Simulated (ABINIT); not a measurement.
# BaTiO3 (R3m): G0W0 with ABINIT, start to end, part 2 of 3

Aim: the G0W0 gap of BaTiO3 (R3m) on LDA, step by step.

ABINIT 10.8.3; LDA and many-body steps on it, plane waves. Known limits of the many-body steps: not at the basis limit; no spin-orbit coupling; coarse k mesh.

So far. Step 2 (Ground state): The gap is indirect, with the least direct gap 0.38 eV higher.

### 3. Bands along the symmetry lines

Level of this step: DFT, LDA, plane waves, norm-conserving pseudopotentials (ABINIT).

Levels along a band path, at the cheap level, show where the edges lie and whether the meshes to come will hold them.

Contents of run.abi:

```
acell 3*1.0 Angstrom
rprim 
  2.827366608379 1.632380872429 2.318393493212
  -2.827366608379 1.632380872429 2.318393493212
  -0.000000000000 -3.264761744908 2.318393493176
ntypat 3
znucl 56 22 8
natom 5
typat 1 2 3 3 3
xred 
  0.000000000000 0.000000000000 0.000000000000
  0.484500000000 0.484500000000 0.484500000000
  0.508600000000 0.508600000000 0.017500000000
  0.017500000000 0.508600000000 0.508600000000
  0.508600000000 0.017500000000 0.508600000000
pp_dirpath "pseudos"
pseudos "Ba.upf, Ti.upf, O.upf"
ecut 38
iscf -2
irdden 1
kptopt 0
nkpt 59
kpt 
  0.00000000 0.00000000 0.00000000
  0.06250000 0.06250000 0.06250000
  0.12500000 0.12500000 0.12500000
  0.18750000 0.18750000 0.18750000
  0.25000000 0.25000000 0.25000000
  0.31250000 0.31250000 0.31250000
  0.37500000 0.37500000 0.37500000
  0.43750000 0.43750000 0.43750000
  0.50000000 0.50000000 0.50000000
  0.50035360 0.49964640 0.50000000
  0.50070720 0.49929280 0.50000000
  0.50106080 0.49893920 0.50000000
  0.50141440 0.49858560 0.50000000
  0.50176799 0.49823201 0.50000000
  0.50212159 0.49787841 0.50000000
  0.50247519 0.49752481 0.50000000
  0.50282879 0.49717121 0.50000000
  0.50000000 -0.49717121 0.49717121
  0.50000000 -0.43502481 0.43502481
  0.50000000 -0.37287841 0.37287841
  0.50000000 -0.31073201 0.31073201
  0.50000000 -0.24858560 0.24858560
  0.50000000 -0.18643920 0.18643920
  0.50000000 -0.12429280 0.12429280
  0.50000000 -0.06214640 0.06214640
  0.50000000 0.00000000 0.00000000
  0.43750000 0.00000000 0.00000000
  0.37500000 0.00000000 0.00000000
  0.31250000 0.00000000 0.00000000
  0.25000000 0.00000000 0.00000000
  0.18750000 0.00000000 0.00000000
  0.12500000 0.00000000 0.00000000
  0.06250000 0.00000000 0.00000000
  0.00000000 0.00000000 0.00000000
  0.06232320 -0.06232320 0.00000000
  0.12464640 -0.12464640 0.00000000
  0.18696960 -0.18696960 0.00000000
  0.24929281 -0.24929281 0.00000000
  0.31161601 -0.31161601 0.00000000
  0.37393921 -0.37393921 0.00000000
  0.43626241 -0.43626241 0.00000000
  0.49858561 -0.49858561 -0.00000000
  0.50141439 0.00000000 0.49858561
  0.50123759 0.00000000 0.49876241
  0.50106079 0.00000000 0.49893921
  0.50088399 0.00000000 0.49911601
  0.50070719 0.00000000 0.49929281
  0.50053040 0.00000000 0.49946960
  0.50035360 0.00000000 0.49964640
  0.50017680 0.00000000 0.49982320
  0.50000000 0.00000000 0.50000000
  0.43750000 0.00000000 0.43750000
  0.37500000 0.00000000 0.37500000
  0.31250000 0.00000000 0.31250000
  0.25000000 0.00000000 0.25000000
  0.18750000 0.00000000 0.18750000
  0.12500000 0.00000000 0.12500000
  0.06250000 0.00000000 0.06250000
  0.00000000 0.00000000 0.00000000
istwfk *1
nband 31
nbdbuf 6
tolwfr 1e-07
nstep 50
prtwf 0
prtvol 0
indata_prefix "in"
outdata_prefix "out"
tmpdata_prefix "tmp"
```

The run is started by

```bash
$ OMP_NUM_THREADS=1 mpirun -n 4 abinit run.abi > log
```

Numbers of over 12 decimals in the logs are rounded to 6 here.

Output:

```text
.Version 10.8.3 of ABINIT. v10.8.2 released Aug 2026.

 Symmetries : space group R3 m (#160); Bravais hR (rhombohedral)
[... echo of the input left out ...]
== DATASET  1 ==================================================================
-   mpi_nproc: 4, omp_nthreads: 1 (-1 if OMP is not activated)

--- !DatasetInfo
iteration_state: {dtset: 1, }
dimensions: {natom: 5, nkpt: 59, mband: 31, nsppol: 1, nspinor: 1, nspden: 1, mpw: 4921, }
cutoff_energies: {ecut:  38.0, pawecutdg:  -1.0, }
electrons: {nelect:   4.00000000E+01, charge:   0.00000000E+00, occopt:   1.00000000E+00, tsmear:   1.00000000E-02, }

 Real(R)+Recip(G) space primitive vectors, cartesian coordinates (Bohr,Bohr^-1):
 R(1)=  5.3429485  3.0847528  4.3811288  G(1)=  0.0935813  0.0540292  0.0760839
 R(2)= -5.3429485  3.0847528  4.3811288  G(2)= -0.0935813  0.0540292  0.0760839
 R(3)=  0.0000000 -6.1695056  4.3811288  G(3)=  0.0000000 -0.1080584  0.0760839
 Unit cell volume ucvol=  4.3325005E+02 bohr^3
 Angles (23,13,12)=  8.98370000E+01  8.98370000E+01  8.98370000E+01 degrees

 getcut: wavevector=  0.0000  0.0000  0.0000  ngfft=  45  45  45
         ecut(hartree)=     38.000   => boxcut(ratio)=   2.09549

--- Pseudopotential description ------------------------------------------------
- Ba Generated using ONCVPSP code by D. R. Hamann
- 56.00000  10.00000  180309                  znucl, zion, pspdat
12 -1012 2 -1 1912                            pspcod,pspxc,lmax,lloc,mmax
     nproj     2     2     2
  pspatm : epsatm=   25.95172157
         --- l  ekb(1:nproj) -->
             0    6.668455    0.685657
             1    5.046948    0.410312
             2    2.551809    0.419281
 pspatm: atomic psp has been read  and splines computed

- Ti Generated using ONCVPSP code by D. R. Hamann
- 22.00000  12.00000  180309                  znucl, zion, pspdat
12 -1012 2 -1 1568                            pspcod,pspxc,lmax,lloc,mmax
     nproj     2     2     2
  pspatm : epsatm=   14.84363209
         --- l  ekb(1:nproj) -->
[...]
pspatm: atomic psp has been read  and splines computed

- O Generated using ONCVPSP code by D. R. Hamann
-  8.00000   6.00000  201201                  znucl, zion, pspdat
12 -1012 2 -1 926                             pspcod,pspxc,lmax,lloc,mmax
     nproj     2     2     1
  pspatm : epsatm=    6.27558587
         --- l  ekb(1:nproj) -->
[...]
2   -1.033686
 pspatm: atomic psp has been read  and splines computed

--------------------------------------------------------------------------------

================================================================================
 prteigrs : about to open file out_EIG
 Non-SCF case, kpt    1 (  0.00000  0.00000  0.00000), residuals and eigenvalues=
  7.12E-08  1.35E-08  1.99E-08  3.94E-08  1.60E-08  6.27E-08  1.71E-08  4.29E-08
[...]
2.1387E-01  2.1387E-01  3.1424E-01  3.1424E-01  3.1964E-01  3.9653E-01
  3.9653E-01  4.1136E-01  4.1136E-01  4.9312E-01  5.4514E-01  5.4514E-01
  5.4573E-01

--- !ResultsGS
iteration_state: {dtset: 1, }
comment   : Summary of ground state results
lattice_vectors:
- [  5.3429485,   3.0847528,   4.3811288, ]
- [ -5.3429485,   3.0847528,   4.3811288, ]
- [ -0.0000000,  -6.1695056,   4.3811288, ]
lattice_lengths: [   7.56684,    7.56684,    7.56684, ]
lattice_angles: [ 89.837,  89.837,  89.837, ] # degrees, (23, 13, 12)
lattice_volume:   4.3325005E+02
convergence: {deltae:  0.000E+00, res2:  0.000E+00, residm:  9.978E-08, diffor:  0.000E+00, }
etotal    :  -1.37397178E+02
entropy   :   0.00000000E+00
fermie    :   2.27945647E-01
cartesian_stress_tensor: null
pressure_GPa: null
xred      :
- [  0.0000E+00,   0.0000E+00,   0.0000E+00, Ba]
- [  4.8450E-01,   4.8450E-01,   4.8450E-01, Ti]
- [  5.0860E-01,   5.0860E-01,   1.7500E-02,  O]
- [  1.7500E-02,   5.0860E-01,   5.0860E-01,  O]
- [  5.0860E-01,   1.7500E-02,   5.0860E-01,  O]
cartesian_forces: null
force_length_stats: {min: null, max: null, mean: null, }

 Integrated electronic density in atomic spheres:
 ------------------------------------------------
 Atom  Sphere_radius  Integrated_density
[...]
================================================================================

 ----iterations are completed or convergence reached----

 Mean square residual over all n,k,spin=   49.997E-09; max=  99.783E-09
 reduced coordinates (array xred) for    5 atoms
[...]
0.017500000000      0.508600000000      0.508600000000
       0.508600000000      0.017500000000      0.508600000000

 cartesian coordinates (angstrom) at end:
    1      0.000000     0.000000     0.000000
    2      0.000000    -2.422e-11     3.369785
    3     -0.000000     1.603324     2.398842
    4     -1.388520    -0.801662     2.398842
    5      1.388520    -0.801662     2.398842
 length scales=  1.889726125908  1.889726125908  1.889726125908 bohr
              =  1.000000000000  1.000000000000  1.000000000000 angstroms
 prteigrs : about to open file out_EIG
 Eigenvalues (hartree) for nkpt=  59  k points:
 kpt#   1, nband= 31, wtk=  1.00000, kpt=  0.0000  0.0000  0.0000 (reduced coord)
[...]
kpt#   2, nband= 31, wtk=  1.00000, kpt=  0.0625  0.0625  0.0625 (reduced coord)
[...]
kpt#   3, nband= 31, wtk=  1.00000, kpt=  0.1250  0.1250  0.1250 (reduced coord)
[...]
kpt#  58, nband= 31, wtk=  1.00000, kpt=  0.0625  0.0000  0.0625 (reduced coord)
[...]
0.40240    0.41708    0.41709    0.49984    0.54611    0.54676    0.54855
 kpt#  59, nband= 31, wtk=  1.00000, kpt=  0.0000  0.0000  0.0000 (reduced coord)
[...]
-0.13308   -0.13308   -0.13298    0.14662    0.14670    0.14670    0.17905    0.17905
   0.18795    0.20860    0.21387    0.21387    0.31424    0.31424    0.31964    0.39653
   0.39653    0.41136    0.41136    0.49312    0.54514    0.54514    0.54573

== END DATASET(S) ==============================================================
================================================================================

 -outvars: echo values of variables after computation  --------
            nband          31
             nkpt          59
          spgroup         160
 [... the other variables as echoed above ...]

 Calculation completed.
```

It took 36 s on 4 MPI ranks of Arm Neoverse V2, shared host; peak memory 0.4 GiB; 2.4 min of CPU time.

This step gave:

| Property | Result |
| --- | --- |
| gap | 2.348 eV |
| k of the valence top | 0.5, 0.5, 0.5 |
| k of the conduction bottom | 0, 0, 0 |
| least direct gap | 2.716 eV |

The gap is 2.348 eV, as in the run before at this level.

The electronic bands at the labelled points (eV, zero at the top of the highest filled band):

| point | band 17 | band 18 | band 19 | band 20 | band 21 | band 22 | band 23 | band 24 |
| --- | --- | --- | --- | --- | --- | --- | --- | --- |
| Γ | -1.09 | -0.53 | -0.38 | -0.38 | 2.35 | 2.35 | 2.50 | 4.59 |
| halfway | -2.35 | -0.75 | -0.75 | -0.57 | 3.53 | 3.53 | 3.53 | 6.31 |
| T | -2.33 | -0.02 | -0.02 | 0.00 | 4.36 | 4.52 | 4.52 | 6.61 |
| halfway | -2.33 | -0.02 | -0.02 | 0.00 | 4.36 | 4.52 | 4.52 | 6.61 |
| H2 | -2.33 | -0.02 | -0.02 | 0.00 | 4.36 | 4.52 | 4.52 | 6.61 |
| jump to H0 | -2.33 | -0.02 | -0.02 | 0.00 | 4.36 | 4.52 | 4.52 | 6.61 |
| halfway | -2.13 | -0.84 | -0.60 | -0.52 | 3.53 | 3.98 | 4.09 | 6.26 |
| L | -1.70 | -1.64 | -0.96 | -0.82 | 2.52 | 3.81 | 3.90 | 4.55 |
| halfway | -1.44 | -1.23 | -0.66 | -0.62 | 2.44 | 3.07 | 3.15 | 4.58 |
| Γ | -1.09 | -0.53 | -0.38 | -0.38 | 2.35 | 2.35 | 2.50 | 4.59 |
| halfway | -1.63 | -1.08 | -0.89 | -0.48 | 2.98 | 3.22 | 3.41 | 5.04 |
| S0 | -1.63 | -0.88 | -0.83 | -0.08 | 3.88 | 3.89 | 4.23 | 5.15 |
| jump to S2 | -1.63 | -0.88 | -0.83 | -0.08 | 3.88 | 3.89 | 4.23 | 5.15 |
| halfway | -1.63 | -0.88 | -0.83 | -0.08 | 3.88 | 3.89 | 4.23 | 5.15 |
| F | -1.63 | -0.88 | -0.83 | -0.08 | 3.88 | 3.89 | 4.23 | 5.15 |
| halfway | -1.66 | -1.00 | -0.92 | -0.50 | 3.07 | 3.20 | 3.41 | 5.05 |
| Γ | -1.09 | -0.53 | -0.38 | -0.38 | 2.35 | 2.35 | 2.50 | 4.59 |

### 4. Empty states on the mesh, 2×2×2 mesh, 132 bands

The sums over transitions need many empty states on a uniform mesh; this step solves for them.

Contents of run.abi:

```
acell 3*1.0 Angstrom
rprim 
  2.827366608379 1.632380872429 2.318393493212
  -2.827366608379 1.632380872429 2.318393493212
  -0.000000000000 -3.264761744908 2.318393493176
ntypat 3
znucl 56 22 8
natom 5
typat 1 2 3 3 3
xred 
  0.000000000000 0.000000000000 0.000000000000
  0.484500000000 0.484500000000 0.484500000000
  0.508600000000 0.508600000000 0.017500000000
  0.017500000000 0.508600000000 0.508600000000
  0.508600000000 0.017500000000 0.508600000000
pp_dirpath "pseudos"
pseudos "Ba.upf, Ti.upf, O.upf"
ecut 38
ngkpt 2 2 2
nshiftk 1
shiftk 0 0 0
kptopt 1
chksymbreak 0
iscf -2
irdden 1
istwfk *1
nband 132
nbdbuf 12
tolwfr 1e-09
nstep 60
prtvol 0
indata_prefix "in"
outdata_prefix "out"
tmpdata_prefix "tmp"
```

Output:

```text
.Version 10.8.3 of ABINIT. v10.8.2 released Aug 2026.

 Symmetries : space group R3 m (#160); Bravais hR (rhombohedral)
[... echo of the input left out ...]
== DATASET  1 ==================================================================
-   mpi_nproc: 4, omp_nthreads: 1 (-1 if OMP is not activated)

--- !DatasetInfo
iteration_state: {dtset: 1, }
dimensions: {natom: 5, nkpt: 4, mband: 132, nsppol: 1, nspinor: 1, nspden: 1, mpw: 4921, }
cutoff_energies: {ecut:  38.0, pawecutdg:  -1.0, }
electrons: {nelect:   4.00000000E+01, charge:   0.00000000E+00, occopt:   1.00000000E+00, tsmear:   1.00000000E-02, }

 Real(R)+Recip(G) space primitive vectors, cartesian coordinates (Bohr,Bohr^-1):
 R(1)=  5.3429485  3.0847528  4.3811288  G(1)=  0.0935813  0.0540292  0.0760839
 R(2)= -5.3429485  3.0847528  4.3811288  G(2)= -0.0935813  0.0540292  0.0760839
 R(3)=  0.0000000 -6.1695056  4.3811288  G(3)=  0.0000000 -0.1080584  0.0760839
 Unit cell volume ucvol=  4.3325005E+02 bohr^3
 Angles (23,13,12)=  8.98370000E+01  8.98370000E+01  8.98370000E+01 degrees

 getcut: wavevector=  0.0000  0.0000  0.0000  ngfft=  45  45  45
         ecut(hartree)=     38.000   => boxcut(ratio)=   2.09549

--- Pseudopotential description ------------------------------------------------
- Ba Generated using ONCVPSP code by D. R. Hamann
- 56.00000  10.00000  180309                  znucl, zion, pspdat
12 -1012 2 -1 1912                            pspcod,pspxc,lmax,lloc,mmax
     nproj     2     2     2
  pspatm : epsatm=   25.95172157
         --- l  ekb(1:nproj) -->
             0    6.668455    0.685657
             1    5.046948    0.410312
             2    2.551809    0.419281
 pspatm: atomic psp has been read  and splines computed

- Ti Generated using ONCVPSP code by D. R. Hamann
- 22.00000  12.00000  180309                  znucl, zion, pspdat
12 -1012 2 -1 1568                            pspcod,pspxc,lmax,lloc,mmax
     nproj     2     2     2
  pspatm : epsatm=   14.84363209
         --- l  ekb(1:nproj) -->
[...]
pspatm: atomic psp has been read  and splines computed

- O Generated using ONCVPSP code by D. R. Hamann
-  8.00000   6.00000  201201                  znucl, zion, pspdat
12 -1012 2 -1 926                             pspcod,pspxc,lmax,lloc,mmax
     nproj     2     2     1
  pspatm : epsatm=    6.27558587
         --- l  ekb(1:nproj) -->
[...]
2   -1.033686
 pspatm: atomic psp has been read  and splines computed

--------------------------------------------------------------------------------

================================================================================
 prteigrs : about to open file out_EIG
 Non-SCF case, kpt    1 (  0.00000  0.00000  0.00000), residuals and eigenvalues=
  2.71E-10  1.77E-10  4.85E-10  6.24E-10  5.17E-11  2.43E-10  8.58E-11  1.85E-10
  1.92E-10  3.07E-10  2.79E-10  2.79E-10  2.48E-10  3.57E-10  2.20E-10  5.70E-10
  2.49E-10  2.50E-10  2.46E-10  2.62E-10  9.64E-11  1.44E-10  1.45E-10  1.36E-10
[...]
8.56E-05  3.61E-05  1.03E-04  2.41E-04
 -1.8157E+00 -9.5583E-01 -9.5583E-01 -9.5547E-01 -6.7945E-01 -3.7697E-01
 -3.5096E-01 -3.5096E-01 -1.3308E-01 -1.3308E-01 -1.3298E-01  1.4662E-01
  1.4670E-01  1.4670E-01  1.7905E-01  1.7905E-01  1.8795E-01  2.0860E-01
[...]
2.8353E+00  2.8481E+00  2.8481E+00  2.8887E+00  2.8887E+00  2.8938E+00
  2.9346E+00  2.9346E+00  2.9392E+00  2.9556E+00  2.9558E+00  2.9815E+00
 prteigrs : prtvol=0 or 1, do not print more k-points.

--- !ResultsGS
iteration_state: {dtset: 1, }
comment   : Summary of ground state results
lattice_vectors:
- [  5.3429485,   3.0847528,   4.3811288, ]
- [ -5.3429485,   3.0847528,   4.3811288, ]
- [ -0.0000000,  -6.1695056,   4.3811288, ]
lattice_lengths: [   7.56684,    7.56684,    7.56684, ]
lattice_angles: [ 89.837,  89.837,  89.837, ] # degrees, (23, 13, 12)
lattice_volume:   4.3325005E+02
convergence: {deltae:  0.000E+00, res2:  0.000E+00, residm:  9.981E-10, diffor:  0.000E+00, }
etotal    :  -1.37397178E+02
entropy   :   0.00000000E+00
fermie    :   2.27945647E-01
cartesian_stress_tensor: null
pressure_GPa: null
xred      :
- [  0.0000E+00,   0.0000E+00,   0.0000E+00, Ba]
- [  4.8450E-01,   4.8450E-01,   4.8450E-01, Ti]
- [  5.0860E-01,   5.0860E-01,   1.7500E-02,  O]
- [  1.7500E-02,   5.0860E-01,   5.0860E-01,  O]
- [  5.0860E-01,   1.7500E-02,   5.0860E-01,  O]
cartesian_forces: null
force_length_stats: {min: null, max: null, mean: null, }

 Integrated electronic density in atomic spheres:
 ------------------------------------------------
 Atom  Sphere_radius  Integrated_density
[...]
================================================================================

 ----iterations are completed or convergence reached----

 Mean square residual over all n,k,spin=   36.090E-11; max=  99.814E-11
 reduced coordinates (array xred) for    5 atoms
[...]
0.017500000000      0.508600000000      0.508600000000
       0.508600000000      0.017500000000      0.508600000000

 cartesian coordinates (angstrom) at end:
    1      0.000000     0.000000     0.000000
    2      0.000000    -2.422e-11     3.369785
    3     -0.000000     1.603324     2.398842
    4     -1.388520    -0.801662     2.398842
    5      1.388520    -0.801662     2.398842
 length scales=  1.889726125908  1.889726125908  1.889726125908 bohr
              =  1.000000000000  1.000000000000  1.000000000000 angstroms
 prteigrs : about to open file out_EIG
 Eigenvalues (hartree) for nkpt=   4  k points:
 kpt#   1, nband=132, wtk=  0.12500, kpt=  0.0000  0.0000  0.0000 (reduced coord)
[...]
2.70365    2.70365    2.72087    2.74672    2.74672    2.76256    2.81842    2.83535
   2.83535    2.84809    2.84809    2.88874    2.88874    2.89384    2.93462    2.93463
   2.93922    2.95565    2.95579    2.98150
 prteigrs : prtvol=0 or 1, do not print more k-points.

== END DATASET(S) ==============================================================
================================================================================

 -outvars: echo values of variables after computation  --------
            nband         132
             nkpt           4
          spgroup         160
 [... the other variables as echoed above ...]

 Calculation completed.
```

It took 22 s on 4 MPI ranks; peak memory 0.34 GiB; 89 s of CPU time.

This step gave:

- gap: 2.348 eV
- k of the valence top: 0.5, 0.5, 0.5
- k of the conduction bottom: 0, 0, 0
- least direct gap: 2.731 eV
- k points computed: 4
- lowest point of the top converged band, above the valence top: 68.2886 eV

On this mesh the gap is 2.348 eV.

(Part 2 of 3 ends here.)

[Paths, hosts, dates, memory and timing lines, banners, echoed tables and standing remarks are left out of the program output.]

[Logs are printed without paths, hosts, clocks, repeated set-up lines and the standing remarks that a program may print on its own settings, such as how far it seeks lower states.]

[Runs of the session that timed out or met a known fault of the program may be left out.]

[Hosts, paths, dates, database ids (printed as entryN), source tags and the programs' standing remarks are cut or masked in the printed files.]

[G0W0 gaps are taken among the corrected bands and points alone; a level outside them can change the order at an edge.]

[Where Ansatz stands beside ABINIT at settings called matched, ABINIT's density can come from a denser mesh and the files from another edition; pairs whose starting gaps differed by over 0.03 eV were left out, so agreement reads better than it is.]
